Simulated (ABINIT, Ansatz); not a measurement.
# SnH2 (Fm-3m): zone-centre phonons, part 2 of 3

Wanted: the vibrations of SnH2 (Fm-3m) at Γ, by two programs.

ABINIT 10.8.3; DFT LDA, scalar-relativistic, plane waves, HGH norm-conserving pseudopotentials.

So far. Step 3 (Ground state): The cell stands at -0.61 GPa: the relaxation ran with a smoothed and higher cutoff and on another k mesh. Step 4 (Zone-centre response): The acoustic modes at Γ come out as far as 1.1 cm⁻¹ from zero, where they should vanish, a small numerical error. The lowest optical mode is imaginary, 333i cm⁻¹, an instability at this level and on this k mesh. The relaxed cell has a = 5.230 Å (conventional setting).

The structure was built from a prototype and need not be the compound's stable phase.

## 5. Zone-centre analysis

anaddb reads the merged derivatives and imposes the acoustic sum rule.

File anaddb.abi:

```
ddb_filepath "gamma_DDB"
output_file "anaddb.abo"
outdata_prefix "anaddb"
asr 1
chneut 1
enunit 2
eivec 1
nph1l 1
qph1l 0.0 0.0 0.0 1.0
```

File mrgddb.in:

```
gamma_DDB
merged
2
dfpt_gammao_DDB
gso_DDB
```

On the command line:

```sh
$ mrgddb < mrgddb.in > mrgddb.log
$ OMP_NUM_THREADS=1 anaddb anaddb.abi > anaddb.log
```

anaddb.abo, the main output file:

```text
-outvars_anaddb: echo values of input variables ----------------------

 Miscellaneous information :
      enunit         2
       eivec         1
         asr         1
 First list of wavevector (reduced coord.) :
       nph1l         1
       qph1l
                     0.00000000E+00  0.00000000E+00  0.00000000E+00    1.000E+00

================================================================================

 read the DDB information and perform some checks

  ==== Info on the Cryst% object ====
 Real(R)+Recip(G) space primitive vectors, cartesian coordinates (Bohr,Bohr^-1):
 R(1)=  0.0000000  4.9419806  4.9419806  G(1)= -0.1011740  0.1011740  0.1011740
 R(2)=  4.9419806  0.0000000  4.9419806  G(2)=  0.1011740 -0.1011740  0.1011740
 R(3)=  4.9419806  4.9419806  0.0000000  G(3)=  0.1011740  0.1011740 -0.1011740
 Unit cell volume ucvol=  2.4139769E+02 bohr^3
 Angles (23,13,12)=  6.00000000E+01  6.00000000E+01  6.00000000E+01 degrees
 Time-reversal symmetry is present
 Reduced atomic positions [iatom, xred, symbol]:
    1)    0.0000000  0.0000000  0.0000000  Sn
    2)    0.2500000  0.2500000  0.2500000   H
    3)    0.7500000  0.7500000  0.7500000   H

 DDB file with 3 blocks has been read.

================================================================================

 Treat the first list of vectors

  Phonon wavevector (reduced coordinates) :  0.00000  0.00000  0.00000
 Phonon energies in Hartree :
  -1.518504E-03 -1.518504E-03 -1.518504E-03  0.000000E+00  0.000000E+00
   0.000000E+00  3.217975E-03  3.217975E-03  3.217975E-03
 Phonon energies in meV     :
- -4.132060E+01 -4.132060E+01 -4.132060E+01  0.000000E+00  0.000000E+00
-  0.000000E+00  8.756556E+01  8.756556E+01  8.756556E+01
 Phonon frequencies in cm-1    :
- -3.332732E+02 -3.332732E+02 -3.332732E+02  0.000000E+00  0.000000E+00
-  0.000000E+00  7.062639E+02  7.062639E+02  7.062639E+02
 Phonon frequencies in Thz     :
- -9.991278E+00 -9.991278E+00 -9.991278E+00  0.000000E+00  0.000000E+00
-  0.000000E+00  2.117326E+01  2.117326E+01  2.117326E+01
 Phonon energies in Kelvin  :
- -4.795057E+02 -4.795057E+02 -4.795057E+02  0.000000E+00  0.000000E+00
-  0.000000E+00  1.016156E+03  1.016156E+03  1.016156E+03

 Eigendisplacements
 (will be given, for each mode : in cartesian coordinates
   for each atom the real part of the displacement vector,
   then the imaginary part of the displacement vector - absolute values smaller than 1.0d-7 are set to zero)
  Mode number    1   Energy   -1.518504E-03
 Attention : low frequency mode.
   (Could be unstable or acoustic mode)
-  1  0.00000000E+00 -1.22176747E-06  2.77783185E-04
-     0.00000000E+00  0.00000000E+00  0.00000000E+00
-  2 -1.29070269E-06  7.19464629E-05 -1.63578734E-02
-     0.00000000E+00  0.00000000E+00  0.00000000E+00
-  3 -1.29070269E-06  7.19464629E-05 -1.63578734E-02
-     0.00000000E+00  0.00000000E+00  0.00000000E+00
  Mode number    2   Energy   -1.518504E-03
 Attention : low frequency mode.
   (Could be unstable or acoustic mode)
-  1  0.00000000E+00  2.77783186E-04  1.22176696E-06
-     0.00000000E+00  0.00000000E+00  0.00000000E+00
-  2 -3.82905348E-07 -1.63578734E-02 -7.19464329E-05
-     0.00000000E+00  0.00000000E+00  0.00000000E+00
-  3 -3.82905348E-07 -1.63578734E-02 -7.19464329E-05
-     0.00000000E+00  0.00000000E+00  0.00000000E+00
  Mode number    3   Energy   -1.518504E-03
 Attention : low frequency mode.
   (Could be unstable or acoustic mode)
-  1  2.77785871E-04  0.00000000E+00  0.00000000E+00
-     0.00000000E+00  0.00000000E+00  0.00000000E+00
-  2 -1.63580316E-02  3.77224832E-07  1.29237432E-06
-     0.00000000E+00  0.00000000E+00  0.00000000E+00
-  3 -1.63580316E-02  3.77224832E-07  1.29237432E-06
-     0.00000000E+00  0.00000000E+00  0.00000000E+00
  Mode number    4   Energy    0.000000E+00
 Attention : low frequency mode.
   (Could be unstable or acoustic mode)
-  1  0.00000000E+00  0.00000000E+00 -2.13166881E-03
-     0.00000000E+00  0.00000000E+00  0.00000000E+00
-  2  0.00000000E+00  0.00000000E+00 -2.13167734E-03
-     0.00000000E+00  0.00000000E+00  0.00000000E+00
-  3  0.00000000E+00  0.00000000E+00 -2.13167734E-03
-     0.00000000E+00  0.00000000E+00  0.00000000E+00
  Mode number    5   Energy    0.000000E+00
 Attention : low frequency mode.
   (Could be unstable or acoustic mode)
-  1  0.00000000E+00 -2.13166880E-03  0.00000000E+00
-     0.00000000E+00  0.00000000E+00  0.00000000E+00
-  2  0.00000000E+00 -2.13167734E-03  0.00000000E+00
-     0.00000000E+00  0.00000000E+00  0.00000000E+00
-  3  0.00000000E+00 -2.13167734E-03  0.00000000E+00
-     0.00000000E+00  0.00000000E+00  0.00000000E+00
  Mode number    6   Energy    0.000000E+00
 Attention : low frequency mode.
   (Could be unstable or acoustic mode)
-  1  2.13166881E-03  0.00000000E+00  0.00000000E+00
-     0.00000000E+00  0.00000000E+00  0.00000000E+00
-  2  2.13167734E-03  0.00000000E+00  0.00000000E+00
-     0.00000000E+00  0.00000000E+00  0.00000000E+00
-  3  2.13167734E-03  0.00000000E+00  0.00000000E+00
-     0.00000000E+00  0.00000000E+00  0.00000000E+00
  Mode number    7   Energy    3.217975E-03
-  1  0.00000000E+00  0.00000000E+00  0.00000000E+00
-     0.00000000E+00  0.00000000E+00  0.00000000E+00
-  2  3.18546751E-06  9.23451641E-06 -1.64963376E-02
-     0.00000000E+00  0.00000000E+00  0.00000000E+00
-  3 -3.18546751E-06 -9.23451641E-06  1.64963376E-02
-     0.00000000E+00  0.00000000E+00  0.00000000E+00
  Mode number    8   Energy    3.217975E-03
-  1  0.00000000E+00  0.00000000E+00  0.00000000E+00
-     0.00000000E+00  0.00000000E+00  0.00000000E+00
-  2  2.23322536E-06 -1.64963377E-02 -9.23408526E-06
-     0.00000000E+00  0.00000000E+00  0.00000000E+00
-  3 -2.23322536E-06  1.64963377E-02  9.23408526E-06
-     0.00000000E+00  0.00000000E+00  0.00000000E+00
  Mode number    9   Energy    3.217975E-03
-  1  0.00000000E+00  0.00000000E+00  0.00000000E+00
-     0.00000000E+00  0.00000000E+00  0.00000000E+00
-  2  1.64963400E-02  2.23144186E-06  3.18671712E-06
-     0.00000000E+00  0.00000000E+00  0.00000000E+00
-  3 -1.64963400E-02 -2.23144186E-06 -3.18671712E-06
-     0.00000000E+00  0.00000000E+00  0.00000000E+00

 Analysis of degeneracies and characters (maximum tolerance=1.00E-06 a.u.)
 For each vibration mode, or group of modes if degenerate,
 the characters are given for each symmetry operation (see the list in the log file).
 Symmetry characters of vibration mode #   1
       degenerate with vibration modes #   2 to    3
  3.0 -3.0 -1.0  1.0 -1.0  1.0 -1.0  1.0  1.0 -1.0 -1.0  1.0  1.0 -1.0 -1.0  1.0
 -0.0  0.0 -0.0  0.0  0.0 -0.0  0.0 -0.0  1.0 -1.0 -1.0  1.0 -1.0  1.0  1.0 -1.0
  0.0 -0.0  0.0 -0.0  0.0 -0.0 -0.0  0.0  1.0 -1.0  1.0 -1.0 -1.0  1.0 -1.0  1.0
 Symmetry characters of vibration mode #   4
       degenerate with vibration modes #   5 to    6
  3.0 -3.0 -1.0  1.0 -1.0  1.0 -1.0  1.0  1.0 -1.0 -1.0  1.0  1.0 -1.0 -1.0  1.0
  0.0 -0.0 -0.0  0.0  0.0 -0.0 -0.0  0.0  1.0 -1.0 -1.0  1.0 -1.0  1.0  1.0 -1.0
  0.0 -0.0  0.0 -0.0 -0.0  0.0 -0.0  0.0  1.0 -1.0  1.0 -1.0 -1.0  1.0 -1.0  1.0
 Symmetry characters of vibration mode #   7
       degenerate with vibration modes #   8 to    9
  3.0  3.0 -1.0 -1.0 -1.0 -1.0 -1.0 -1.0  1.0  1.0 -1.0 -1.0  1.0  1.0 -1.0 -1.0
  0.0  0.0 -0.0 -0.0  0.0  0.0 -0.0 -0.0  1.0  1.0 -1.0 -1.0 -1.0 -1.0  1.0  1.0
  0.0  0.0  0.0  0.0 -0.0 -0.0 -0.0 -0.0  1.0  1.0  1.0  1.0 -1.0 -1.0 -1.0 -1.0
-
```

Run time: 0.5 s. Hardware: 1 thread of Arm Neoverse V1, shared host.

This step gave:

```yaml
highest_optical_zone_centre_mode_no_lo_to_term: 706.3 cm⁻¹
lowest_optical_zone_centre_mode: -333.3 cm⁻¹
```

No LO-TO term; unit eigenvectors of the mass-weighted matrix, from anaddb's displacements. The modes at Γ (shares of kinetic energy by element, %) (negative means imaginary):

```csv
mode,frequency (cm⁻¹),symmetry,Sn %,H %
1,-333.3,T1u,2,98
2,-333.3,T1u,2,98
3,-333.3,T1u,2,98
4,0.0,acoustic,98,2
5,0.0,acoustic,98,2
6,0.0,acoustic,98,2
7,706.3,T2g,0,100
8,706.3,T2g,0,100
9,706.3,T2g,0,100
```

Displacements in mode 1 (-333.3 cm⁻¹), the largest set to 1:
```
Sn1  0.00  0.00  0.02
H2   0.00  0.00 -1.00
H3   0.00  0.00 -1.00
```

Displacements in mode 7 (706.3 cm⁻¹), the largest set to 1:
```
Sn1  0.00  0.00  0.00
H2   0.00  0.00 -1.00
H3   0.00  0.00  1.00
```

The rule moves no optical mode by more than 0.2 cm⁻¹.

## 6. Sum rules set otherwise (asr 0)

Without the rule the raw error of the acoustic modes shows.

anaddb.abi, as its differences from that of step 5:

```diff
@@ -3,4 +3,4 @@
 outdata_prefix "anaddb"
-asr 1
-chneut 1
+asr 0
+chneut 0
 enunit 2
```

mrgddb.in is that of step 5.

anaddb.abo, the main output file:

```text
-outvars_anaddb: echo values of input variables ----------------------

 Miscellaneous information :
      enunit         2
       eivec         1
      chneut         0
 First list of wavevector (reduced coord.) :
       nph1l         1
       qph1l
                     0.00000000E+00  0.00000000E+00  0.00000000E+00    1.000E+00

================================================================================

 read the DDB information and perform some checks

  ==== Info on the Cryst% object ====
 Real(R)+Recip(G) space primitive vectors, cartesian coordinates (Bohr,Bohr^-1):
 R(1)=  0.0000000  4.9419806  4.9419806  G(1)= -0.1011740  0.1011740  0.1011740
 R(2)=  4.9419806  0.0000000  4.9419806  G(2)=  0.1011740 -0.1011740  0.1011740
 R(3)=  4.9419806  4.9419806  0.0000000  G(3)=  0.1011740  0.1011740 -0.1011740
 Unit cell volume ucvol=  2.4139769E+02 bohr^3
 Angles (23,13,12)=  6.00000000E+01  6.00000000E+01  6.00000000E+01 degrees
 Time-reversal symmetry is present
 Reduced atomic positions [iatom, xred, symbol]:
    1)    0.0000000  0.0000000  0.0000000  Sn
    2)    0.2500000  0.2500000  0.2500000   H
    3)    0.7500000  0.7500000  0.7500000   H

 DDB file with 3 blocks has been read.

================================================================================

 Treat the first list of vectors

  Phonon wavevector (reduced coordinates) :  0.00000  0.00000  0.00000
 Phonon energies in Hartree :
  -1.519103E-03 -1.519103E-03 -1.519103E-03 -4.939140E-06 -4.939140E-06
  -4.939139E-06  3.217687E-03  3.217687E-03  3.217687E-03
 Phonon energies in meV     :
- -4.133691E+01 -4.133691E+01 -4.133691E+01 -1.344008E-01 -1.344008E-01
- -1.344008E-01  8.755774E+01  8.755774E+01  8.755774E+01
 Phonon frequencies in cm-1    :
- -3.334046E+02 -3.334046E+02 -3.334046E+02 -1.084016E+00 -1.084016E+00
- -1.084016E+00  7.062008E+02  7.062008E+02  7.062008E+02
 Phonon frequencies in Thz     :
- -9.995220E+00 -9.995220E+00 -9.995220E+00 -3.249798E-02 -3.249798E-02
- -3.249797E-02  2.117137E+01  2.117137E+01  2.117137E+01
 Phonon energies in Kelvin  :
- -4.796949E+02 -4.796949E+02 -4.796949E+02 -1.559657E+00 -1.559657E+00
- -1.559657E+00  1.016065E+03  1.016065E+03  1.016065E+03

 Eigendisplacements
 (will be given, for each mode : in cartesian coordinates
   for each atom the real part of the displacement vector,
   then the imaginary part of the displacement vector - absolute values smaller than 1.0d-7 are set to zero)
  Mode number    1   Energy   -1.519103E-03
 Attention : low frequency mode.
   (Could be unstable or acoustic mode)
-  1  1.51664952E-07  1.35781638E-06  2.77562633E-04
-     0.00000000E+00  0.00000000E+00  0.00000000E+00
-  2 -8.93831902E-06 -8.00224171E-05 -1.63580533E-02
-     0.00000000E+00  0.00000000E+00  0.00000000E+00
-  3 -8.93831902E-06 -8.00224171E-05 -1.63580533E-02
-     0.00000000E+00  0.00000000E+00  0.00000000E+00
  Mode number    2   Energy   -1.519103E-03
 Attention : low frequency mode.
   (Could be unstable or acoustic mode)
-  1  1.54998660E-07  2.77562630E-04 -1.35790107E-06
-     0.00000000E+00  0.00000000E+00  0.00000000E+00
-  2 -9.13478991E-06 -1.63580532E-02  8.00274078E-05
-     0.00000000E+00  0.00000000E+00  0.00000000E+00
-  3 -9.13478991E-06 -1.63580532E-02  8.00274078E-05
-     0.00000000E+00  0.00000000E+00  0.00000000E+00
  Mode number    3   Energy   -1.519103E-03
 Attention : low frequency mode.
   (Could be unstable or acoustic mode)
-  1  2.77565910E-04 -1.55738753E-07 -1.50904880E-07
-     0.00000000E+00  0.00000000E+00  0.00000000E+00
-  2 -1.63582465E-02  9.17840706E-06  8.89352447E-06
-     0.00000000E+00  0.00000000E+00  0.00000000E+00
-  3 -1.63582465E-02  9.17840706E-06  8.89352447E-06
-     0.00000000E+00  0.00000000E+00  0.00000000E+00
  Mode number    4   Energy   -4.939140E-06
 Attention : low frequency mode.
   (Could be unstable or acoustic mode)
-  1  0.00000000E+00  0.00000000E+00  2.13169745E-03
-     0.00000000E+00  0.00000000E+00  0.00000000E+00
-  2  0.00000000E+00  0.00000000E+00  2.12999004E-03
-     0.00000000E+00  0.00000000E+00  0.00000000E+00
-  3  0.00000000E+00  0.00000000E+00  2.12999004E-03
-     0.00000000E+00  0.00000000E+00  0.00000000E+00
  Mode number    5   Energy   -4.939140E-06
 Attention : low frequency mode.
   (Could be unstable or acoustic mode)
-  1  2.66604831E-07 -2.13169743E-03  0.00000000E+00
-     0.00000000E+00  0.00000000E+00  0.00000000E+00
-  2  2.66391291E-07 -2.12999003E-03  0.00000000E+00
-     0.00000000E+00  0.00000000E+00  0.00000000E+00
-  3  2.66391291E-07 -2.12999003E-03  0.00000000E+00
-     0.00000000E+00  0.00000000E+00  0.00000000E+00
  Mode number    6   Energy   -4.939139E-06
 Attention : low frequency mode.
   (Could be unstable or acoustic mode)
-  1  2.13169743E-03  2.66604728E-07  0.00000000E+00
-     0.00000000E+00  0.00000000E+00  0.00000000E+00
-  2  2.12999003E-03  2.66391189E-07  0.00000000E+00
-     0.00000000E+00  0.00000000E+00  0.00000000E+00
-  3  2.12999003E-03  2.66391189E-07  0.00000000E+00
-     0.00000000E+00  0.00000000E+00  0.00000000E+00
  Mode number    7   Energy    3.217687E-03
-  1  0.00000000E+00  0.00000000E+00  0.00000000E+00
-     0.00000000E+00  0.00000000E+00  0.00000000E+00
-  2  1.61330337E-06  1.01467840E-05 -1.64963373E-02
-     0.00000000E+00  0.00000000E+00  0.00000000E+00
-  3 -1.61330337E-06 -1.01467840E-05  1.64963373E-02
-     0.00000000E+00  0.00000000E+00  0.00000000E+00
  Mode number    8   Energy    3.217687E-03
-  1  0.00000000E+00  0.00000000E+00  0.00000000E+00
-     0.00000000E+00  0.00000000E+00  0.00000000E+00
-  2  2.38929332E-06 -1.64963372E-02 -1.01465503E-05
-     0.00000000E+00  0.00000000E+00  0.00000000E+00
-  3 -2.38929332E-06  1.64963372E-02  1.01465503E-05
-     0.00000000E+00  0.00000000E+00  0.00000000E+00
  Mode number    9   Energy    3.217687E-03
-  1  0.00000000E+00  0.00000000E+00  0.00000000E+00
-     0.00000000E+00  0.00000000E+00  0.00000000E+00
-  2  1.64963402E-02  2.38830055E-06  1.61477269E-06
-     0.00000000E+00  0.00000000E+00  0.00000000E+00
-  3 -1.64963402E-02 -2.38830055E-06 -1.61477269E-06
-     0.00000000E+00  0.00000000E+00  0.00000000E+00

 Analysis of degeneracies and characters (maximum tolerance=1.00E-06 a.u.)
 For each vibration mode, or group of modes if degenerate,
 the characters are given for each symmetry operation (see the list in the log file).
 Symmetry characters of vibration mode #   1
       degenerate with vibration modes #   2 to    3
  3.0 -3.0 -1.0  1.0 -1.0  1.0 -1.0  1.0  1.0 -1.0 -1.0  1.0  1.0 -1.0 -1.0  1.0
 -0.0  0.0  0.0 -0.0 -0.0  0.0 -0.0  0.0  1.0 -1.0 -1.0  1.0 -1.0  1.0  1.0 -1.0
 -0.0  0.0  0.0 -0.0 -0.0  0.0 -0.0  0.0  1.0 -1.0  1.0 -1.0 -1.0  1.0 -1.0  1.0
 Symmetry characters of vibration mode #   4
       degenerate with vibration modes #   5 to    6
  3.0 -3.0 -1.0  1.0 -1.0  1.0 -1.0  1.0  1.0 -1.0 -1.0  1.0  1.0 -1.0 -1.0  1.0
 -0.0  0.0  0.0 -0.0 -0.0  0.0  0.0 -0.0  1.0 -1.0 -1.0  1.0 -1.0  1.0  1.0 -1.0
 -0.0  0.0 -0.0  0.0  0.0 -0.0  0.0 -0.0  1.0 -1.0  1.0 -1.0 -1.0  1.0 -1.0  1.0
 Symmetry characters of vibration mode #   7
       degenerate with vibration modes #   8 to    9
  3.0  3.0 -1.0 -1.0 -1.0 -1.0 -1.0 -1.0  1.0  1.0 -1.0 -1.0  1.0  1.0 -1.0 -1.0
  0.0  0.0 -0.0 -0.0  0.0  0.0 -0.0 -0.0  1.0  1.0 -1.0 -1.0 -1.0 -1.0  1.0  1.0
 -0.0 -0.0  0.0  0.0  0.0  0.0 -0.0 -0.0  1.0  1.0  1.0  1.0 -1.0 -1.0 -1.0 -1.0
-
```

It took 0.5 s on 1 thread.

Read from the output:

```yaml
highest_optical_zone_centre_mode_no_lo_to_term: 706.2 cm⁻¹
lowest_optical_zone_centre_mode: -333.4 cm⁻¹
```

Zone-centre frequencies as printed; negative means imaginary. Modes:

```csv
mode,frequency (cm⁻¹)
1,-333.4
2,-333.4
3,-333.4
4,-1.08
5,-1.08
6,-1.08
7,706.2
8,706.2
9,706.2
```

(Continued in part 3 of 3.)

[Host names and launcher messages were left out of these logs when they were recorded.]

[Logs are printed without paths, hosts, clocks, repeated set-up lines and the standing remarks that a program may print on its own settings, such as how far it seeks lower states.]

[Hosts, paths, dates, database ids (printed as entryN), source tags and the programs' standing remarks are cut or masked in the printed files.]
